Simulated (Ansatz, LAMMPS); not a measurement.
## Aqueous Cd2+ and Br-, 1.2 mol of salt per kg of water at 360 K (144 atoms): support functions against a reference

Wanted: errors and times of a linear-scaling basis for aqueous Cd2+ and Br-, 1.2 mol of salt per kg of water at 360 K (144 atoms). A setting counts as converged where the r.m.s. difference of forces stays under 1 % of the r.m.s. force.

Method: Kohn-Sham DFT, PBE+D4, PAW (set soft_2), plane waves, in Ansatz 0.2.0.

## (1) The starting structure

The cell holds 144 atoms: 47 O, 94 H, 1 Cd and 2 Br. Its edges and angles: a = 11.361 Å, b = 11.361 Å, c = 11.361 Å, α = 90.0°, β = 90.0°, γ = 90.0°. 47 H2O, 1 Cd2+, 2 Br- placed at random, at 1.27 g/cm³; overlaps pushed apart, then 10 ps at 420 K with divalent ions of Li, Roberts, Chakravorty and Merz (J. Chem. Theory Comput. 9, 2733 (2013)); Joung-Cheatham ions (J. Phys. Chem. B 112, 9020 (2008)); SPC/E water (Berendsen, Grigera and Straatsma, J. Phys. Chem. 91, 6269 (1987)). Snapshot after 20 ps at 360 K and fixed volume.

Limits known from the start: The network of contacts between molecules at the start is that of the classical potential that made the cell, and needn't be the one that DFT or experiment would give. The density was typed from a rule of thumb and may lie off the real one at this temperature. Only the Γ point is sampled, in a cell whose shortest periodic width is 11 Å.

## (2) Making the structure

A classical potential makes the cell, at a small fraction of what the same run would cost in DFT.

This step: classical MD, divalent ions of Li, Roberts, Chakravorty and Merz (J. Chem. Theory Comput. 9, 2733 (2013)); Joung-Cheatham ions (J. Phys. Chem. B 112, 9020 (2008)); SPC/E water (Berendsen, Grigera and Straatsma, J. Phys. Chem. 91, 6269 (1987)) (LAMMPS 22 Jul 2025 - Update 4).

File in.lmp:

```
# aqueous Cd2+ and Br-, 1.2 mol of salt per kg of water
units real
atom_style full
boundary p p p
bond_style harmonic
angle_style harmonic
dihedral_style opls
improper_style harmonic
special_bonds lj 0 0 0.5 coul 0 0 0.75
read_data data.lmp
neigh_modify delay 0 every 1 check yes one 4000
comm_modify cutoff 12.0
timestep 0.5
thermo_style custom step time temp pe press density
thermo_modify norm yes
# push overlapping molecules apart
pair_style soft 2.6
pair_coeff * * 0.0
variable a equal ramp(1,60)
fix ad all adapt 1 pair soft a * * v_a
velocity all create 420 814442 mom yes dist gaussian
fix lim all nve/limit 0.03
fix lan all langevin 420 420 50 814443 zero yes
thermo 1000
run 3000 post no
unfix ad
pair_style lj/cut/coul/long 9.0
pair_modify mix arithmetic tail yes
pair_coeff 1 1 0.1553 3.1660   # O
pair_coeff 2 2 0.0000 1.0000   # H
pair_coeff 3 3 0.0177 2.5159   # Cd
pair_coeff 4 4 0.0270 4.9017   # Br
kspace_style pppm 1.0e-4
thermo 100
# [... 17 lines left out ...]
compute msd all msd com yes
thermo 5000
fix md all nvt temp 360 360 100
run 20000 post no
print "== T360: mean square displacement over the hold $(c_msd[4]:%.2f) A^2"
unfix md
uncompute msd
write_dump all custom T360.dump id type xs ys zs modify sort id
```

Started as:

```sh
lmp -in in.lmp -log none -nocite
```

Standard output:

```text
LAMMPS (22 Jul 2025 - Update 4)
Reading data file ...
  orthogonal box = (0 0 0) to (11.36121 11.36121 11.36121)
  144 atoms
  orthogonal box = (0 0 0) to (11.36121 11.36121 11.36121)
  94 bonds
  47 angles
   Step          Time           Temp          PotEng         Press         Density
         0   0              420            0.19809017     9460.3802      1.2670013
      1000   500            381.09449      0.92815533     21517.29       1.2670013
      2000   1000           388.9922       0.98149078     57906.687      1.2670013
      3000   1500           386.85172      0.74944826     49748.089      1.2670013
[... 29 lines left out ...]
Loop time of 6.02987 s on 1 MPI rank(s) for 10000 steps with 144 atoms
   Step          Time           Temp          PotEng         Press         Density
[... 4 lines left out ...]
Loop time of 2.88403 s on 1 MPI rank(s) for 5000 steps with 144 atoms
   Step          Time           Temp          PotEng         Press         Density
[... 2 lines left out ...]
     25000   24000          377.29184     -7.4798695      344.4835       1.2670013
     30000   29000          355.98059     -7.481777       1647.8077      1.2670013
     35000   34000          318.20033     -7.4788132      1373.5644      1.2670013
     37000   36000          350.63787     -7.4042105     -512.66467      1.2670013
Loop time of 11.0514 s on 1 MPI rank(s) for 20000 steps with 144 atoms
== T360: mean square displacement over the hold 52.50 A^2
```

Wall time 22 s (1 thread of Intel Xeon Platinum 8488C (Sapphire Rapids), shared host); peak memory 0.074 GiB.

The input also reads data.lmp (atoms, bonds and types; not printed here).

## (3) Plane-wave single point

The first run uses the default basis; a harder plane-wave run follows as the reference for the support functions.

File input.yaml:

```yaml
crystal:
  lattice:
    - [11.36121, 0.0, 0.0]
    - [0.0, 11.36121, 0.0]
    - [0.0, 0.0, 11.36121]
  atoms:
    - { symbol: O, position: [0.79344, 0.87865, 0.09467] }
    - { symbol: H, position: [0.841, 0.93722, 0.14001] }
    - { symbol: H, position: [0.78364, 0.80545, 0.14256] }
    - { symbol: O, position: [0.54659, 0.9403, 0.58248] }
    - { symbol: H, position: [0.50801, 0.87893, 0.6324] }
    - { symbol: H, position: [0.48553, 0.99575, 0.55173] }
    - { symbol: O, position: [0.53761, 0.20174, 0.37267] }
    - { symbol: H, position: [0.52959, 0.18936, 0.28589] }
    - { symbol: H, position: [0.58332, 0.13516, 0.40769] }
    - { symbol: O, position: [0.34713, 0.06697, 0.61648] }
    - { symbol: H, position: [0.33711, 0.14649, 0.58011] }
    - { symbol: H, position: [0.28247, 0.05291, 0.67453] }
    - { symbol: O, position: [0.40044, 0.52865, 0.78224] }
    - { symbol: H, position: [0.34602, 0.59217, 0.80964] }
    - { symbol: H, position: [0.4838, 0.55427, 0.79417] }
    - { symbol: O, position: [0.23669, 0.17972, 0.21712] }
    - { symbol: H, position: [0.2185, 0.26253, 0.24077] }
    - { symbol: H, position: [0.25408, 0.13186, 0.28891] }
    - { symbol: O, position: [0.85091, 0.55257, 0.97942] }
    - { symbol: H, position: [0.93203, 0.5502, 0.0135] }
    - { symbol: H, position: [0.79333, 0.57465, 0.04223] }
    - { symbol: O, position: [0.92732, 0.03482, 0.80269] }
    - { symbol: H, position: [0.86023, 0.09013, 0.78904] }
    - { symbol: H, position: [0.94688, 0.03303, 0.88849] }
    - { symbol: O, position: [0.22238, 0.43862, 0.24417] }
    - { symbol: H, position: [0.21382, 0.47859, 0.32213] }
    - { symbol: H, position: [0.29529, 0.46754, 0.20423] }
    - { symbol: O, position: [0.37804, 0.07777, 0.04619] }
    - { symbol: H, position: [0.33089, 0.03231, 0.9874] }
    - { symbol: H, position: [0.32378, 0.11662, 0.10359] }
    - { symbol: O, position: [0.94454, 0.98977, 0.22588] }
    - { symbol: H, position: [0.00688, 0.04895, 0.20691] }
    [... 106 atom lines left out ...]
    - { symbol: O, position: [0.77646, 0.19079, 0.99061] }
    - { symbol: H, position: [0.69391, 0.19849, 0.02015] }
    - { symbol: H, position: [0.78978, 0.2484, 0.92541] }
    - { symbol: Cd, position: [0.79109, 0.51339, 0.41912] }
    - { symbol: Br, position: [0.71524, 0.63125, 0.23694] }
    - { symbol: Br, position: [0.07814, 0.73126, 0.28078] }
kpoints:
  mp_grid: { grid: [1, 1, 1] }
hamiltonian:
  xc: pbe
  dispersion: d4
scf:
  occupations: { method: gaussian, width: 0.05 }
output:
  forces: true
  stress: true
  populations: intrinsic
  dos:
    method: { smearing: { sigma: 0.15 } }
    de: 0.1
    projected: { site_lists: { Br: [Br], Cd: [Cd], H: [H], O: [O] } }
  eigenvalues: true
  write_density: true
  write_potential: true
  volumetric_format: npy
  elf: true
```

Started as:

```sh
ansatz run input.yaml --threads 8 --pin off --max-ram 15872MiB --backend cpu --events-out ev --progress --plain --runs-dir out
```

Standard output:

```text
Engine: ansatz 0.2.0, x86_64-unknown-linux-gnu
Pseudopotentials: kind: paw
Pseudopotential: O, paw, valence charge 6, recommended cutoff 420 eV (normal), O.paw.azcp
Pseudopotential: H, paw, valence charge 1, recommended cutoff 420 eV (normal), H.paw.azcp
Pseudopotential: Cd, paw, valence charge 20, recommended cutoff 420 eV (normal), Cd.paw.azcp
Pseudopotential: Br, paw, valence charge 7, recommended cutoff 420 eV (normal), Br.paw.azcp
[... 5 lines on functional and potentials left out ...]
Crystal: 144 atoms, lattice volume = 1466.472 Å³
Basis set: ecut = 420 eV, 28545 PW (Γ), exchange–correlation on 160×160×160 points (8 copies of the dense FFT grid, shifted against one another)
Bands: 349, of which v1, the nominal top of the filled ones, is band 205 counted from 1 (204 counted from 0)
Symmetry: 1 space group operations
Space group: P1 (ITA 1), of the structure as read, at distance tolerance 1.1e-4 Å
k-points: 1
[... 9 lines on functional and potentials left out ...]
Initial density: superposition of atomic densities (neutral atoms: chi_scale 0, normalization atom), corrected by the library's trained network
Initial wavefunctions: pseudopotential atomic-orbital guess
Functional: x = pbe(κ = 0.804, μ = 0.219515), c = pbe(β = 0.066725)
SCF iter   1: F=—  HF=-42004.942626 eV  |F-HF|=—  |Δ(HF+E_count)|=         —  Δρ=2.85e-3  dr2=1.25e-1  ethr=1.77e-3  ⟨swp⟩=6.0  Hψ=1612  notcnv=0  defer=70
preconditioner: auto → Resta (q_TF=auto, 2.206 Å⁻¹)  ε∞=2.3  [insulator: Δε(μ)=3.599 eV  Ē_g=17.381 eV  σ=0.050 eV  W_gap=1.00  n_scr=250 (ndim 8)  ℏωp=19.4 eV  f_vac=0.242  D(μ)=0.00/eV (n_scr^D=0)  ε∞_Penn≈2.3]
SCF iter   2: F=—  HF=-42004.885527 eV  |F-HF|=—  |Δ(HF+E_count)|=   5.71e-2  Δρ=1.36e-3  dr2=2.63e-2  ethr=3.04e-5  ⟨swp⟩=2.0  Hψ=610  notcnv=0  defer=137
SCF iter   3: F=—  HF=-42004.864982 eV  |F-HF|=—  |Δ(HF+E_count)|=   2.05e-2  Δρ=5.70e-4  dr2=6.46e-3  ethr=6.42e-6  ⟨swp⟩=2.0  Hψ=418  notcnv=0  defer=137
SCF iter   4: F=—  HF=-42004.863167 eV  |F-HF|=—  |Δ(HF+E_count)|=   1.81e-3  Δρ=1.63e-4  dr2=4.61e-4  ethr=1.58e-6  ⟨swp⟩=2.0  Hψ=372  notcnv=0  defer=137
SCF iter   5: F=—  HF=-42004.863233 eV  |F-HF|=—  |Δ(HF+E_count)|=   6.57e-5  Δρ=8.16e-5  dr2=7.80e-5  ethr=1.12e-7  ⟨swp⟩=2.0  Hψ=413  notcnv=0  defer=137
SCF iter   6: F=—  HF=-42004.861432 eV  |F-HF|=—  |Δ(HF+E_count)|=   1.80e-3  Δρ=2.92e-5  dr2=9.53e-6  ethr=1.90e-8  ⟨swp⟩=2.0  Hψ=533  notcnv=0  defer=137
SCF iter   7: F=—  HF=-42004.861432 eV  |F-HF|=—  |Δ(HF+E_count)|=   5.73e-8  Δρ=6.86e-6  dr2=6.99e-7  ethr=2.33e-9  ⟨swp⟩=2.0  Hψ=409  notcnv=0  defer=137
SCF iter   8: F=—  HF=-42004.861432 eV  |F-HF|=—  |Δ(HF+E_count)|=   3.95e-7  Δρ=3.67e-6  dr2=1.62e-7  ethr=2.44e-11  ⟨swp⟩=22.0  Hψ=3356  notcnv=0
SCF iter   9: F=-42004.861432 eV  HF=-42004.861432 eV  |F-HF|=2.33e-9  |Δ(HF+E_count)|=   1.31e-8  Δρ=1.03e-6  dr2=1.32e-8  ethr=2.44e-11  ⟨swp⟩=9.0  Hψ=1725  notcnv=0
SCF 1 converged in 9 iterations: F = -42004.861432 eV  dr2 = 1.32e-8
  greatest PAW one-centre occupation: 1.001 electrons in one spin orbital (limit 2), on the Cd atom at site 141 (counted from 0), in its partial waves of l = 1
SCF converged after 9 iterations
Free energy (F): -42004.861432 eV
Harris-Foulkes:  -42004.861432 eV  (|F-HF|=2.33e-9)
Internal energy: -42004.861432 eV  (E = F + TS)
E sigma→0 (E₀):  -42004.861432 eV
Fermi energy:    0.380436 eV
--- Per-component energies (eV) ---
  E_band       = -4197.560633
  E_kinetic    = 10259.760558
  E_local      = -36908.792871  (includes V_loc(G=0)·N_el)
  E_nonlocal   = 2595.629352
  E_hartree    = 14034.193536
  E_xc         = -4968.534282
  E_vxc        = -5876.475731  (∫ρ·V_xc dr)
  E_paw        = -16083.244889  (= ΣΔE_a)
  E_vpaw       = -2336.071569  (= ΣTr[D̂ρ^β])
  E_aug_tail   = 0.008107  (compensation charges beyond the density's cutoff)
  E_ewald      = -10928.932551
  E_disp       = -4.948392  (pairwise vdW)
  E_smearing   = -0.000000  (= −TS)
  E_closure    = 0.000000  (closes the sum)
  Σ components = -42004.861432   (vs F -42004.861432, Δ=0.00e0)
--- Forces (eV/Å), atoms counted from 1 ---
  atom   1  O     -0.59755739    -0.24812008    -0.07225134
  atom   2  H     -0.11833249    -0.43955722     0.29323195
  atom   3  H      0.11663616     0.56452871    -0.05075485
  atom   4  O     -0.38766573    -0.23520194     0.21606883
  atom   5  H      0.21102671     1.15660959    -1.03656857
  atom   6  H      0.34006215    -1.14871181     0.99159235
  atom   7  O      0.53983160    -1.11613879     0.71393713
  atom   8  H      0.61360162    -0.16310017    -0.08007222
  atom   9  H     -0.56238803     0.86818374    -0.74905529
  atom  10  O     -0.65927016     0.02256900     0.33532732
  atom  11  H     -0.30134500    -0.35745213     0.22297224
  atom  12  H      0.62524638     0.68312189    -0.60604820
  atom  13  O      0.28923953     0.15976262    -0.20635423
  atom  14  H      0.47211645    -0.35708144    -0.27806164
[...]
atom 143  Br    -0.66177788     0.82604699    -1.03778074
  atom 144  Br     0.20441182     0.26003265    -0.12205586
  max |Σ_I F_I| component: 3.30e-5 eV/Å
--- Stress (GPa, compression-positive) ---
       -2.006378      -0.180316      -0.305069
       -0.180316      -1.886375       0.596385
       -0.305069       0.596385      -1.676132
  P = ⅓ Tr σ = -1.8563 GPa (-18.563 kbar)
--- Band table (eV) ---
  k-point 0: bands = ["-100.3308", "-61.4991", "-61.4599", "-61.4280", [... 333 levels ...], "11.2758", "11.2834", "11.3089", "11.3336", "11.3717", "11.4263", "11.4816", "11.4971", "11.5091", "11.5707", "11.6136", "11.6427"]
--- intrinsic populations: 144 sites ---
  site symbol       q [e]
     0      O      6.7536
     1      H      0.6191
     2      H      0.6402
[...]
143     Br      7.5626
  spilling = 0.000000 (of n_electrons = 410.000000)
```

The job ended after 12 s (8 threads of Intel Xeon Platinum 8488C (Sapphire Rapids), shared host; peak memory 1.9 GiB; 74 s of CPU time).

The run gave:

```yaml
free_energy: -42004.8614 eV
free_energy_per_atom: -291.7004 eV/atom
scf_cycles: 9
pressure: -1.856 GPa
r_m_s_force_component: 0.6162 eV/Å
longest_force: 3.544 eV/Å
fermi_energy: 0.3804 eV
spacing_of_highest_filled_and_lowest_empty_level: 3.556 eV
```

The r.m.s. force component of 0.62 eV/Å and the pressure of -1.9 GPa set the scale for the differences below.

## (4) Plane waves at 750 eV (750 eV)

The grid of the support functions holds more waves than the default cutoff, so they are judged against a harder plane-wave run.

input.yaml, the sections that differ from step 3:

```yaml
output:
  forces: true
  eigenvalues: true
basis:
  ecutwfc: "750 eV"
# crystal, kpoints, hamiltonian, scf: as in step 3
```

Standard output:

```text
[...]
Crystal: 144 atoms, lattice volume = 1466.472 Å³
Basis set: ecut = 750 eV, 68315 PW (Γ), exchange–correlation on 216×216×216 points (8 copies of the dense FFT grid, shifted against one another)
Bands: 349, of which v1, the nominal top of the filled ones, is band 205 counted from 1 (204 counted from 0)
Symmetry: 1 space group operations
[...]
k-points: 1
[...]
SCF iter   1: F=—  HF=-42005.682290 eV  |F-HF|=—  |Δ(HF+E_count)|=         —  Δρ=3.10e-3  dr2=1.29e-1  ethr=1.77e-3  ⟨swp⟩=6.0  Hψ=1614  notcnv=0  defer=71
[...]
SCF iter   3: F=—  HF=-42005.607425 eV  |F-HF|=—  |Δ(HF+E_count)|=   1.91e-2  Δρ=6.02e-4  dr2=6.56e-3  ethr=6.53e-6  ⟨swp⟩=2.0  Hψ=420  notcnv=0  defer=26
automatic band count: iteration 3 solves 238 bands in place of 349: the levels show a gap, and the empty bands left out lie too high to hold charge; the band table lists the bands solved (type scf.n_extra_bands for more)
SCF iter   4: F=—  HF=-42005.605625 eV  |F-HF|=—  |Δ(HF+E_count)|=   1.80e-3  Δρ=1.66e-4  dr2=4.69e-4  ethr=1.60e-6  ⟨swp⟩=2.0  Hψ=377  notcnv=0  defer=26
[...]
SCF iter   9: F=-42005.607561 eV  HF=-42005.607561 eV  |F-HF|=5.17e-10  |Δ(HF+E_count)|=   3.60e-8  Δρ=1.07e-6  dr2=1.35e-8  ethr=2.44e-11  ⟨swp⟩=12.0  Hψ=1021  notcnv=0
SCF 1 converged in 9 iterations: F = -42005.607561 eV  dr2 = 1.35e-8
[...]
SCF converged after 9 iterations
Free energy (F): -42005.607561 eV
[...]
Internal energy: -42005.607561 eV  (E = F + TS)
E sigma→0 (E₀):  -42005.607561 eV
Fermi energy:    0.379969 eV
[...]
Σ components = -42005.607561   (vs F -42005.607561, Δ=0.00e0)
--- Forces (eV/Å), atoms counted from 1 ---
  atom   1  O     -0.58700559    -0.25091891    -0.05559055
  atom   2  H     -0.12621350    -0.45142129     0.28594886
  atom   3  H      0.11867570     0.57964512    -0.05960572
  atom   4  O     -0.40359371    -0.23635871     0.21762619
[...]
atom 144  Br     0.20456760     0.26030233    -0.12129592
  max |Σ_I F_I| component: 1.67e-5 eV/Å
--- Band table (eV) ---
[...]
```

Run time: 13 s. Hardware: 8 threads; peak memory 3.9 GiB; 89 s of CPU time.

Forces differ from the reference by 11 meV/Å r.m.s., 1.7 % of their size, over a tolerance of 1 %; the energy by -5.2 meV/atom. This is the tighter run, so the reference isn't converged in this setting (nor is this run shown to be).

## (5) Support functions medium

With localised support functions most steps grow linearly with size, though the diagonalisation grows faster unless the density matrix is cut; this run measures error and cost at this size. Besides, the program derives a nominal cutoff of 464 eV for this run, against the reference's 750.

This step: Kohn-Sham DFT, PBE+D4, PAW (set soft_2), localised support functions (medium) (Ansatz 0.2.0).

input.yaml, the sections that differ from step 4:

```yaml
scf:
  occupations: { method: gaussian, width: 0.05 }
  eigensolver: { kind: { support_functions: { accuracy: medium } } }
  max_iter: 150
# crystal, kpoints, hamiltonian, output: as in step 4
# basis: removed
```

Standard output:

```text
Warning: scf.eigensolver.kind.support_functions: disabling space-group detection — the functions' gradient is summed over unrotated k-points, so no spatial operation reduces the k-mesh or symmetrises the density; time reversal is kept, so that k and −k are solved as one point where they differ and the mesh holds both, and exact exchange and, on two spinor components, a DFT+U term hold to it where the run has them: [...]
Warning: basis.ecutwfc = 464 eV, auto-derived: no grid that the accuracy of the support functions lays serves the files at the lower one that their records recommend; a deck with other species or settings can derive another value
settings of this run that can trade accuracy for cost: scf.eigensolver.kind.support_functions [...]
[...]
Crystal: 144 atoms, lattice volume = 1466.472 Å³
Basis set: ecut = 464 eV, 33371 PW (Γ), exchange–correlation on 180×180×180 points (8 copies of the dense FFT grid, shifted against one another)
Bands: 246, of which v1, the nominal top of the filled ones, is band 205 counted from 1 (204 counted from 0)
Symmetry: 1 space group operations
k-points: 1
[...]
SCF iter   1: F=—  HF=-42005.041787 eV  |F-HF|=—  |Δ(HF+E_count)|=         —  Δρ=9.73e-2  dr2=1.19e2  ethr=1.00e-1
[...]
SCF iter  11: F=—  HF=-42005.702523 eV  |F-HF|=—  |Δ(HF+E_count)|=   2.27e-3  Δρ=1.93e-5  dr2=6.65e-6  ethr=7.85e-9  κ⁻¹=4.0e-6(r=7)
SCF iter  12: F=-42005.704215 eV  HF=-42005.704216 eV  |F-HF|=3.04e-7  |Δ(HF+E_count)|=   1.69e-3  Δρ=7.01e-6  dr2=8.87e-7  ethr=1.62e-9
SCF 1 converged in 12 iterations: F = -42005.720231 eV  dr2 = 8.87e-7
[...]
SCF converged after 12 iterations
Stability not checked: this state was not tested for a lower state beside it, because the mixer in use, unlike msr1, does not test its closes by its own steps (another_mixer; see scf.mixing.algorithm and scf.lower_state_search)
Free energy (F): -42005.720231 eV
[...]
Internal energy: -42005.720231 eV  (E = F + TS)
E sigma→0 (E₀):  -42005.720231 eV
Fermi energy:    0.380079 eV
[...]
Σ components = -42005.720231   (vs F -42005.720231, Δ=0.00e0)
--- Forces (eV/Å), atoms counted from 1 ---
  atom   1  O     -0.58492295    -0.25176483    -0.05150571
  atom   2  H     -0.12830778    -0.45448489     0.28334863
  atom   3  H      0.11882361     0.58264075    -0.06209383
  atom   4  O     -0.40759356    -0.23687742     0.21864909
[...]
atom 144  Br     0.20489910     0.26045810    -0.12126213
  max |Σ_I F_I| component: 2.48e-3 eV/Å
--- Band table (eV) ---
[...]
```

Run time: 54 s. Hardware: 8 threads; peak memory 4.5 GiB; 6.8 min of CPU time.

The program notes that the band table was not solved further than the SCF left it and it switched symmetry off.

Keys that differ from the reference: basis.ecutwfc removed, support_functions.accuracy = "medium" and scf.max_iter = 150.

Forces differ from the reference by 2.1 meV/Å r.m.s., 0.34 % of their size, within a tolerance of 1 %; the energy by -0.78 meV/atom. It took 4.3 times the reference's time (shared host, so rough).

(Continued in part 2 of 4.)

[Long decimals in the printed logs are rounded to 6 places.]

[Logs are printed without paths, hosts, clocks, repeated set-up lines and the standing remarks that a program may print on its own settings, such as how far it seeks lower states.]

[Hosts, paths, dates, database ids (printed as entryN), source tags and the programs' standing remarks are cut or masked in the printed files.]
